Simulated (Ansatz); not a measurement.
**U and J of Mo in Ba2MoO4 in the K2NiF4 structure from cRPA**

Aim: the screened on-site interactions of Mo in Ba2MoO4 in the K2NiF4 structure, for one or more choices of the target bands.

Main program and level: Ansatz 0.2.0; PBE, spin-polarised; plane waves, collinear spin, no spin–orbit coupling.

## (1) The structure

It takes space group I4/mmm (No. 139, tetragonal). The conventional cell has a = 4.065 Å, b = 4.065 Å, c = 13.525 Å, α = 90.00°, β = 90.00°, γ = 90.00°. Ba has 9 O at 2.70 to 2.88 Å nearest. Mo has 6 O at 2.03 to 2.09 Å nearest. Nearest to O lie 2 Mo at 2.03 Å and 4 Ba at 2.84 Å. Nearest to O lie 1 Mo at 2.09 Å and 5 Ba at 2.70 to 2.88 Å. K2NiF4 prototype, lattice guessed from radii. Farther neighbours and most contacts between anions are not listed.

This cell was built for the study (K2NiF4 prototype, lattice guessed from radii), not taken from an experiment; the compound need not form in this structure.

The cell was relaxed beforehand in Ansatz under PBE with U = 1.3 eV on Mo d, ortho-atomic projectors, from parallel moments.

## (2) Ground state and band groups

Constrained RPA removes the screening that the model will treat itself, so the target bands must be set apart from the rest. This run gives the bands on the mesh of the screening.

Contents of input.yaml:

```yaml
crystal:
  lattice:
    - [-2.032582194, 2.032582194, 6.76266107]
    - [2.032582194, -2.032582194, 6.76266107]
    - [2.032582194, 2.032582194, -6.76266107]
  atoms:
    - { symbol: Ba, position: [0.35368207, 0.35368207, 0.0] }
    - { symbol: Ba, position: [0.64631793, 0.64631793, 0.0] }
    - { symbol: Mo, position: [0.0, 0.0, 0.0], spin: 2.0 }
    - { symbol: O, position: [0.0, 0.5, 0.5] }
    - { symbol: O, position: [0.5, 0.0, 0.5] }
    - { symbol: O, position: [0.15430829, 0.15430829, 0.0] }
    - { symbol: O, position: [0.84569171, 0.84569171, 0.0] }
magnetization:
  spin_polarized: true
kpoints:
  mp_grid: { grid: [5, 5, 5] }
hamiltonian:
  xc: pbe
scf:
  occupations: { method: fermi_dirac, width: 0.1 }
  n_extra_bands: 16
output:
  eigenvalues: true
  hubbard:
    sites: [{ species: Mo, l: d }, { species: O, l: p }]
    band_weights: true
  write_density: true
  write_potential: true
  elf: true
  volumetric_format: npy
```

Run with:

```console
$ ansatz run input.yaml --threads 4 --pin off --max-ram 8192MiB --backend cpu --events-out ev --progress --plain --runs-dir out
```

Numbers of over 12 decimals in the logs are rounded to 6 here.

The log of the run:

```text
basis.fft_grid_basis auto: the FFT boxes are laid along the combinations [[1, -1, 0], [0, 1, 0], [1, 0, 1]] of the cell's own vectors, 5.749, 7.348 and 4.065 Å long. The dense box has 40×50×30 points. Along the cell's own vectors, as sized, it would have 50×50×50, 2.08 times as many. Of the 16 symmetry operations that the crystal satisfies within crystal.symmetry.tolerance (time reversal apart; of a slab, those that  [...]
scf.n_extra_bands = 16 over 29 filled bands (N_el = 58.0): the run solves 45 bands
Engine: ansatz 0.2.0, aarch64-unknown-linux-gnu
Pseudopotentials: kind: paw
Pseudopotential: Ba, paw, valence charge 10, recommended cutoff 420 eV (normal), Ba.paw.azcp
Pseudopotential: Mo, paw, valence charge 14, recommended cutoff 420 eV (normal), Mo.paw.azcp
Pseudopotential: O, paw, valence charge 6, recommended cutoff 420 eV (normal), O.paw.azcp
Functional definition: PBE
  parameter kappa = 0.804
  parameter beta = 0.066725
  exchange = pbe_x(kappa = kappa, mu = beta*pi^2/3)
  correlation = pbe_c(beta = beta)
Crystal: 7 atoms, lattice volume = 111.757 Å³
Basis set: ecut = 420 eV, 2235 PW (Γ), FFT grids on a1−a2, a2, a1+a3
Bands: 45, of which v1, the nominal top of the filled ones, is band 29 counted from 1 (28 counted from 0)
Symmetry: 16 space group operations
Space group: I4/mmm (ITA 139), of the structure as read, at distance tolerance 4.8e-5 Å
Magnetic group: BNS 139.531 (UNI 1191), of the structure as read, at distance tolerance 4.8e-5 Å
k-points: 18 of 125
Non-local potential: Ba, projectors of the file, l = 0: 3, l = 1: 2, l = 2: 2, l = 3: 2
Non-local potential: Mo, projectors of the file, l = 0: 3, l = 1: 2, l = 2: 2, l = 3: 1
Non-local potential: O, projectors of the file, l = 0: 2, l = 1: 2, l = 2: 1
PAW form: soft (Blöchl's): semilocal exchange-correlation on the pseudo side does not see the compensation charge
PAW one-centre angular grid: Ba, 194 points (default); XC on 64 Gauss nodes
PAW one-centre angular grid: Mo, 590 points (default); XC on 64 Gauss nodes
PAW one-centre angular grid: O, 110 points (default); XC on 64 Gauss nodes
Initial density: superposition of atomic densities (chi_scale 0.1, normalization cell, long waves kept (reshape's long-wave potential 0.29 eV rms))
Starting moments: Σ|m| = 2 μB on 1 of 7 sites
Initial wavefunctions: pseudopotential atomic-orbital guess
Functional: x = pbe(κ = 0.804, μ = 0.219515), c = pbe(β = 0.066725)
SCF iter   1: F=—  HF=-19136.515046 eV  |F-HF|=—  |Δ(HF+E_count)|=         —  Δρ=8.33e-2 (↑8.33e-2 ↓4.19e-2)  dr2=6.49e1  dr2_m=5.87e-1  M=0.361 μB ∫|m|=0.668 μB  β_m=0.30  ethr=3.10e-3  ⟨swp⟩=14.3  Hψ=11635  notcnv=0  defer=20
Mixer restart at iter 1: flushing history
[...]
SCF converged after 14 iterations
Magnetization: 1.0082 μB (29.5041 up, 28.4959 down)
Absolute magnetization: 1.0474 μB (∫|ρ↑−ρ↓|, with the PAW one-centre terms)
Spin contamination: 0.0055 ħ² per cell (⟨S²⟩ above its minimum at these occupations)
Per-site moments (μB) at R_I (Å): [(0.00471605, 1.112345), (0.00471605, 1.112345), (0.498914, 0.838440155025), (-0.00025023, 0.838440155025), (-0.00025023, 0.838440155025), (0.057221, 0.860916), (0.057221, 0.860916)]
Free energy (F): -19132.067068 eV
Harris-Foulkes:  -19132.067068 eV  (|F-HF|=1.30e-9)
Internal energy: -19131.989465 eV  (E = F + TS)
E sigma→0 (E₀):  -19132.028266 eV
Entropy (-TS):   -0.077604 eV (-11.086 meV/atom)
Fermi energy:    12.391053 eV
--- Per-component energies (eV) ---
  E_band       = -155.782307
  E_kinetic    = 1478.865129
  E_local      = -3628.051724  (includes V_loc(G=0)·N_el)
  E_nonlocal   = 447.457297
  E_hartree    = 1391.413550
  E_xc         = -817.940480
  E_vxc        = -881.063207  (∫ρ·V_xc dr)
  E_paw        = -14283.437028  (= ΣΔE_a)
  E_vpaw       = -355.827205  (= ΣTr[D̂ρ^β])
  E_aug_tail   = 0.009809  (compensation charges beyond the density's cutoff)
  E_ewald      = -3720.306017
  E_smearing   = -0.077604  (= −TS)
  E_closure    = 0.000000  (closes the sum)
  Σ components = -19132.067068   (vs F -19132.067068, Δ=0.00e0)
--- Band table (eV; the first three rows and the last of 36) ---
  k-point 0 ↑: bands = [... 25 lower, 9.3346, 9.3346, 9.3365, 10.4743, 11.5597, 11.5597, 13.7830, 13.9700, ... 12 higher]
  k-point 1 ↑: bands = [... 25 lower, 9.0230, 9.2130, 9.4647, 11.8575, 11.9491, 12.0377, 14.8604, 15.1907, ... 12 higher]
  k-point 2 ↑: bands = [... 25 lower, 9.2410, 9.2868, 9.3801, 12.9269, 13.0672, 13.4640, 14.4678, 15.3508, ... 12 higher]
  k-point 17 ↓: bands = [... 25 lower, 9.0358, 9.2439, 9.2861, 11.7923, 12.5802, 12.8463, 14.0310, 14.6861, ... 12 higher]
--- Occupation matrices: 5 shells (Löwdin-built; ε = 2.00e-2, provisional) ---
  Mo2 d_4D: site group D4h (4/mmm)
  Mo2 d_4D up     Tr n = 2.6582  λ = 0.340 0.365 0.565 0.694 0.694  [x2-y2 1.00 (Eg 1.00) B1g(1.00) | z2 1.00 (Eg 1.00) A1g(1.00) | xy 1.00 (T2g 1.00) B2g(1.00) | 2× xz 0.50 (T2g 1.00) Eg(1.00)]
  Mo2 d_4D dn     Tr n = 1.8552  λ = 0.327 0.337 0.337 0.353 0.502  [4× z2 0.25 (Eg 0.50) Eg(0.50) | xy 1.00 (T2g 1.00) B2g(1.00)]
  O3 p_2P: site group D2h (mmm)
  O3 p_2P up     Tr n = 2.5276  λ = 0.797 0.863 0.868  [x 1.00 B2u(1.00) | 2× z 0.50 B1u(0.50)]
  O3 p_2P dn     Tr n = 2.5275  λ = 0.805 0.857 0.865  [x 1.00 B2u(1.00) | 2× z 0.50 B1u(0.50)]
  O4 p_2P: site group D2h (mmm)
  O4 p_2P up     Tr n = 2.5276  λ = 0.797 0.863 0.868  [y 1.00 B2u(1.00) | 2× z 0.50 B1u(0.50)]
  O4 p_2P dn     Tr n = 2.5275  λ = 0.805 0.857 0.865  [y 1.00 B2u(1.00) | 2× z 0.50 B1u(0.50)]
  O5 p_2P: site group C4v (4mm)
  O5 p_2P up     Tr n = 2.6544  λ = 0.839 0.908 0.908  [z 1.00 A1(1.00) | 2× x 0.50 E(1.00)]
  O5 p_2P dn     Tr n = 2.5830  λ = 0.844 0.869 0.869  [z 1.00 A1(1.00) | 2× x 0.50 E(1.00)]
  O6 p_2P: site group C4v (4mm)
  O6 p_2P up     Tr n = 2.6544  λ = 0.839 0.908 0.908  [z 1.00 A1(1.00) | 2× x 0.50 E(1.00)]
  O6 p_2P dn     Tr n = 2.5830  λ = 0.844 0.869 0.869  [z 1.00 A1(1.00) | 2× x 0.50 E(1.00)]
  Tr n, λ and their labels are of the run-group-symmetrised matrices; stabiliser: 16 of 32 elements of G0×{1,Θ} (closed), max defect 1.8e-15 at τ = 4.2e-3
```

Wall time 8.1 s (4 threads of Arm Neoverse V1, shared host); peak memory 0.57 GiB; 30 s of CPU time.

Reading the cycles: dr2 is the Hartree energy of the density residual (eV), the measure of convergence; HF is the Harris–Foulkes estimate of the energy, which meets the free energy F at convergence.

Spin moment in the sphere by atom:

| atom | spin moment in the sphere (μB) |
| --- | --- |
| Ba1 | 0.005 |
| Ba2 | 0.005 |
| Mo3 | 0.499 |
| O4 | 0.000 |
| O5 | 0.000 |
| O6 | 0.057 |
| O7 | 0.057 |

Groups of bands that stay apart from their neighbours at every point of the mesh, lie near the Fermi energy and have the count of the wanted orbitals are tried as targets.

Spin density in the ac plane of the conventional cell at fractional y = 0.000, with atoms of Ba and Mo and O within 0.2 Å of it.

Ten even steps from '0' (-0.01 e/Å³) to '9' (0.23 e/Å³), each cell a mean:
```
79720000001389
02310000001232
00000000000000
23100000000023
01000000000000
00000000000000
00000000000000
00000000000000
00000000000000
00000000000000
00000000000000
00000000000000
00000000000000
00000000000000
00000000000000
00000000000000
00000000000000
00000000000000
00000000000000
11100000000011
12100000000012
00000000000000
25521000001354
88510000000268
```
Columns run along a (4.1 Å), rows up along c (13.5 Å), edges of the conventional cell, whose origin can differ from the input's. Atoms in or near the plane, at fractional coordinates: Ba at (0.00, 0.35), Ba at (0.00, 0.65), Mo at (0.00, 0.00), O at (0.50, 0.00), O at (0.50, 0.50), O at (0.00, 0.15), O at (0.00, 0.85).

Valence density in the ac plane of the conventional cell at fractional y = 0.000, with atoms of Ba and Mo and O within 0.2 Å of it. It is the smooth field of the valence electrons, not physical close to the nuclei.

Ten even steps from '0' (0.0 e/Å³) to '9' (6.8 e/Å³), each cell a mean:
```
86301256410147
11000000000001
32000000000012
96200000000138
42100000000013
00000000000000
10000000000000
11100000000111
01110000000110
11100000000011
00000011100000
00000378520000
00000256410000
10000000000000
11100000000111
01110000000110
11100000000111
00000000000000
00000000000000
64100000000025
85200000000037
11000000000001
32100011100012
97411378520258
```
Columns run along a (4.1 Å), rows up along c (13.5 Å), edges of the conventional cell, whose origin can differ from the input's. Atoms in or near the plane, at fractional coordinates: Ba at (0.00, 0.35), Ba at (0.00, 0.65), Mo at (0.00, 0.00), O at (0.50, 0.00), O at (0.50, 0.50), O at (0.00, 0.15), O at (0.00, 0.85).

ELF in the ac plane of the conventional cell at fractional y = 0.000, with atoms of Ba and Mo and O within 0.2 Å of it. It is the smooth field of the valence electrons, not physical close to the nuclei.

Ten even steps from '_' (0.01) to '@' (0.86), each cell a mean:
```
**##**::++%%%%##%%##----####
====::..::==****++--....--==
####**==..__________::++####
++%%@@##--________..++%%@@##
%%%%%%**--________..==##%%%%
----::..____________..::----
####**==..__________::++**##
==##@@@@++..______::##@@%%**
__--%%@@**..______--%%@@##..
##%%@@**::....::....==%%@@%%
**++--..--**##%%##++::::==**
______--##@@##**%%@@**::____
....__::**%%%%##%%%%++..__..
%%##++::::==****++--..--**%%
++##@@%%--..______..++@@%%**
__--%%@@**..______--%%@@##..
##%%@@%%==..______::**@@@@##
++==--::____________..--==++
++++==--..__________::--==++
##%%@@##--________..++%%@@%%
**%%@@**--________..==%%@@##
****++::......::......--++**
++==--..--**##%%##++::::==++
++##**::++%%##**%%%%--==####
```
Columns run along a (4.1 Å), rows up along c (13.5 Å), edges of the conventional cell, whose origin can differ from the input's. Atoms in or near the plane, at fractional coordinates: Ba at (0.00, 0.35), Ba at (0.00, 0.65), Mo at (0.00, 0.00), O at (0.50, 0.00), O at (0.50, 0.50), O at (0.00, 0.15), O at (0.00, 0.85).

## (3) Target: t2g, bands v1 to c2 (loose bound)

Three bands of the xy, yz and zx orbitals make a small model; the other d bands and the ligand bands still screen. The screening is solved for all empty bands at once, to a loose bound.

input.yaml: that of step 2 with these lines changed.

```diff
@@ -24,8 +24,6 @@
   eigenvalues: true
-  hubbard:
-    sites: [{ species: Mo, l: d }, { species: O, l: p }]
-    band_weights: true
-  write_density: true
-  write_potential: true
-  elf: true
-  volumetric_format: npy
+  crpa:
+    kmesh: [5, 5, 5]
+    target_bands: [v1, c2]
+    projections: [{ species: Mo, l: d, orbitals: [dxz, dyz, dxy] }]
+    accuracy: low
```

The log of the run:

```text
[...]
Crystal: 7 atoms, lattice volume = 111.757 Å³
Basis set: ecut = 420 eV, 2235 PW (Γ)
Bands: 45, of which v1, the nominal top of the filled ones, is band 29 counted from 1 (28 counted from 0)
Symmetry: 16 space group operations
[...]
k-points: 18 of 125
[...]
Starting moments: Σ|m| = 2 μB on 1 of 7 sites
[...]
SCF iter   1: F=—  HF=-19136.515015 eV  |F-HF|=—  |Δ(HF+E_count)|=         —  Δρ=8.33e-2 (↑8.33e-2 ↓4.19e-2)  dr2=6.49e1  dr2_m=5.87e-1  M=0.362 μB ∫|m|=0.667 μB  β_m=0.30  ethr=3.10e-3  ⟨swp⟩=14.1  Hψ=11551  notcnv=0  defer=22
[...]
SCF iter  14: F=-19132.067113 eV  HF=-19132.067113 eV  |F-HF|=1.60e-9  |Δ(HF+E_count)|=   2.54e-9  Δρ=7.29e-7 (↑7.29e-7 ↓6.21e-7)  dr2=2.39e-9  dr2_m=3.43e-11  M=1.008 μB ∫|m|=1.045 μB  ethr=3.44e-11  ⟨swp⟩=16.9  Hψ=9233  notcnv=0
SCF 1 converged in 14 iterations: F = -19132.067113 eV  dr2 = 2.39e-9
[...]
NSCF: frozen V_eff on 18 k-points
[...]
cRPA screening: q 1/125
cRPA screening: q 2/125
cRPA screening: q 6/125 (q-point 3)
cRPA screening: q 10/125 (q-point 6)
cRPA screening: q 18/125 (q-point 7)
cRPA screening: q 34/125 (q-point 8)
cRPA screening: q 42/125 (q-point 11)
cRPA screening: q 50/125 (q-point 12)
cRPA screening: q 66/125 (q-point 15)
cRPA screening: q 74/125 (q-point 32)
[...]
cRPA screening: q 108/125 (q-point 47)
cRPA screening: q 112/125 (q-point 48)
cRPA screening: q 120/125 (q-point 64)
cRPA screening: q 122/125 (q-point 68)
SCF converged after 14 iterations
Magnetization: 1.0082 μB (29.5041 up, 28.4959 down)
Absolute magnetization: 1.0474 μB (∫|ρ↑−ρ↓|, with the PAW one-centre terms)
[...]
Per-site moments (μB) at R_I (Å): [(0.00471607, 1.112345), (0.00471607, 1.112345), (0.498913, 0.838440155025), (-0.000250324, 0.838440155025), (-0.000250324, 0.838440155025), (0.057222, 0.860916), (0.057222, 0.860916)]
Free energy (F): -19132.067113 eV
[...]
Internal energy: -19131.989510 eV  (E = F + TS)
E sigma→0 (E₀):  -19132.028311 eV
Entropy (-TS):   -0.077603 eV (-11.086 meV/atom)
Fermi energy:    12.391061 eV
[...]
--- Band table (eV; the first three rows and the last of 36) ---
  k-point 0 ↑: bands = [... 25 lower, 9.3346, 9.3346, 9.3365, 10.4743, 11.5597, 11.5597, 13.7830, 13.9700, ... 12 higher]
  k-point 1 ↑: bands = [... 25 lower, 9.0230, 9.2130, 9.4647, 11.8575, 11.9491, 12.0377, 14.8604, 15.1907, ... 12 higher]
  k-point 2 ↑: bands = [... 25 lower, 9.2410, 9.2868, 9.3801, 12.9269, 13.0672, 13.4640, 14.4678, 15.3508, ... 12 higher]
  k-point 17 ↓: bands = [... 25 lower, 9.0358, 9.2439, 9.2861, 11.7923, 12.5802, 12.8463, 14.0310, 14.6861, ... 12 higher]
--- cRPA (band scheme, projected local orbitals): target bands 29..31 (1-based), 3 Wannier function(s), 5×5×5 mesh, 62 bands' worth read of 67 solved, ecut_chi 136.0 eV, v(q+G=0) probe_charge, pair densities all_electron ---
  χ-basis size per q: N_G = 385..414
  window electrons = 2.0000 (↑ 1.5451, ↓ 0.4549), filled by tetrahedron_uncorrected; constrained ε̄⁻¹(q = 0, 0) head = 0.203932; min gauge Gram eig = 0.5372
  Kanamori averages over each shell's own Wannier functions (sites counted from 0, functions from 1):
    Site 2, 4D, 3 of 5 d orbitals (Wannier functions 1, 2, 3; wannier90's mr 2, 3, 5):
      screened: U = 2.5685 eV, U' = 2.0226 eV, J = 0.2544 eV
      screened uu: U = 2.5793 eV, U' = 2.0312 eV, J = 0.2533 eV
      screened ud: U = 2.5678 eV, U' = 2.0225 eV, J = 0.2543 eV
      screened dd: U = 2.5592 eV, U' = 2.0144 eV, J = 0.2557 eV
      screened, to within: U = 3.8e-2 eV, U' = 3.8e-2 eV, J = 5.4e-3 eV
      screened uu, to within: U = 4.9e-2 eV, U' = 4.9e-2 eV, J = 6.2e-3 eV
      screened ud, to within: U = 4.9e-2 eV, U' = 4.9e-2 eV, J = 6.2e-3 eV
      screened dd, to within: U = 4.9e-2 eV, U' = 4.9e-2 eV, J = 6.2e-3 eV
      bare: V = 10.7805 eV, V' = 9.9399 eV, J = 0.3628 eV
      bare uu: V = 10.8129 eV, V' = 9.9607 eV, J = 0.3604 eV
      bare ud: V = 10.7786 eV, V' = 9.9393 eV, J = 0.3627 eV
      bare dd: V = 10.7517 eV, V' = 9.9204 eV, J = 0.3654 eV
  Hermiticity witness max|P − P†| over intra, direct and exchange elements: 2.22e-15 eV (screened), 1.25e-23 eV (bare)
  Reality witness max|Im| over intra, direct and exchange elements: 7.98e-20 eV (screened), 3.78e-19 eV (bare)
```

Elapsed: 28 min, on 4 threads; peak memory 1.4 GiB; 1.7 h of CPU time.

On average 65 % of these bands' weight lies on the d shell and 22 % on ligand p.

crpa.toml:

```text
format = "ansatz-crpa/5"
scheme = "band"
gauge = "projected_orbitals"
pair_densities = "all_electron"
channels = "collinear"
target_bands = [29, 31] # 1-based inclusive; [v1, c2]
n_wann = 3
kmesh = [5, 5, 5]
coulomb_singularity = "probe_charge" # how the value at q + G = 0 is made
n_bands = 62 # of the sum over states
n_bands_solved = 67 # n_bands and the guard bands above it
multiplets_cut = [] # where n_bands ends inside a multiplet, whose members the sum reads at an even weight
ecut_chi_ev = 136.0 # of the sum over states
n_g_chi_min = 385 # of the sum over states
n_g_chi_max = 414 # of the sum over states
occupation_method = "tetrahedron_uncorrected" # the fill of the pass's bands
window_electrons = 1.999999999999999
window_electrons_up = 1.545123985754878
window_electrons_down = 0.454876014245121
eps_inv_head = 0.20393244247730777 # over all bands where the run has bounds, under no bound itself
head_ev = 0.31427338208889494 # what the value at q + G = 0 adds to the screened u_ev, u_prime_ev and u_bar_ev
gauge_min_gram_eig = 0.5371647228118319
accuracy = "low"
bounded_pairs = "on_site"
relative_bound_asked = 0.05 # of a bounded pair's interaction with itself less a negative term about q + G = 0
relative_bound = 0.03755933989308302 # the widest that a transfer ended at; inf where a lower bound tells none
atom_cut_share = 0.015621738108108551 # the most of relative_bound that the cut of the atoms' weakest response takes off q + G = 0
n_iterations_per_q = [2, 2, 2, 2, 2, 2, 2, 2, 2, 2, 2, 2, 2, 2, 2, 2, 2, 2, 2, 2, 2, 2, 2, 2, 2, 2, 2, 2, 2, 2, 2, 2, 2, 2, 2, 2, 2, 2, 2, 2, 2, 2, 2, 2, 2, 2, 2, 2, 2, 2, 2, 2, 2, 2, 2, 2, 2, 2, 2, 2, 2, 2, 2, 2, 2, 2, 2, 2, 2, 2, 2, 2, 2, 2, 2, 2, 2, 2, 2, 2, 2, 2, 2, 2, 2, 2, 2, 2, 2, 2, 2, 2, 2, 2, 2, 2, 2, 2, 2, 2, 2, 2, 2, 2, 2, 2, 2, 2, 2, 2, 2, 2, 2, 2, 2, 2, 2, 2, 2, 2, 2, 2, 2, 2, 2] # Sternheimer iterations of each transfer, or of the one that it is turned from
solved_q = [0, 1, 2, 5, 6, 7, 10, 11, 14, 31, 34, 38, 42, 43, 46, 47, 63, 67] # counted from 0 in that order: the transfers that were solved themselves
n_responses = 3828 # of points of the mesh and spins, over the transfers in solved_q
omitted_band_gap_ev = 10.53679247967388 # the levels above the bands read over the highest of their spin channel that holds electrons, at the least
largest_band_residual_ev = 7.606323432195401e-6
dielectric_floor = 0.9423545273048952 # under the dielectric matrices' eigenvalues off q + G = 0

[[shells]]
site = 2 # counted from 0, as a deck's `site` is
l = "d"
label = "4D" # of the pseudo-atomic shell
wannier_functions = [1, 2, 3] # counted from 1, as the tensor files' indices are
mr = [2, 3, 5] # each function's real harmonic by wannier90's number, 1 to 2l+1, in the order of wannier_functions

[shells.screened]
u_ev = 2.5685164173684516
u_prime_ev = 2.02263640982484
j_ev = 0.25439811427980674

[shells.screened.uu]
u_ev = 2.5792560090255585
u_prime_ev = 2.031216817864619
j_ev = 0.253264012381427

[shells.screened.ud]
u_ev = 2.5678044967005214
u_prime_ev = 2.0224605196137784
j_ev = 0.2542950016688598

[shells.screened.dd]
u_ev = 2.5592006670472056
u_prime_ev = 2.014407782207185
j_ev = 0.25573844140008023

[shells.screened_half_width]
u_ev = 0.03742788106297909
u_prime_ev = 0.03734209301519739
j_ev = 0.005371369652000452

[shells.screened_half_width.uu]
u_ev = 0.04849131837770119
u_prime_ev = 0.0484130854863666
j_ev = 0.006153392202696559

[shells.screened_half_width.ud]
u_ev = 0.048502592352002494
u_prime_ev = 0.04843487419192375
j_ev = 0.006176468021328447

[shells.screened_half_width.dd]
u_ev = 0.04851481536827388
u_prime_ev = 0.048456198728568746
j_ev = 0.006199656802475227

[shells.bare]
v_ev = 10.780472361817573
v_prime_ev = 9.939943652788891
j_ev = 0.36277688283228704

[shells.bare.uu]
v_ev = 10.812871275656734
v_prime_ev = 9.960732245044918
j_ev = 0.36039965506313526

[shells.bare.ud]
v_ev = 10.778640600610577
v_prime_ev = 9.939314859146327
j_ev = 0.36265571099900357

[shells.bare.dd]
v_ev = 10.751736970392402
v_prime_ev = 9.92041264781799
j_ev = 0.36539645426800577
```

| shell | U (eV) | U′ (eV) | J (eV) | bare U (eV) | bare J (eV) |
| --- | --- | --- | --- | --- | --- |
| Mo3 d | 2.57 | 2.02 | 0.25 | 10.78 | 0.36 |

[end of part 1 of 2]

[Logs and program files are shortened in this print: banners, set-up blocks, solver, clock and traceback lines can be left out without a mark of their own.]

[Logs are printed without paths, hosts, clocks, repeated set-up lines and the standing remarks that a program may print on its own settings, such as how far it seeks lower states.]

[Hosts, paths, dates, database ids (printed as entryN), source tags and the programs' standing remarks are cut or masked in the printed files.]

[Where a cell is said to come from a database of computed structures, the database is the Materials Project.]
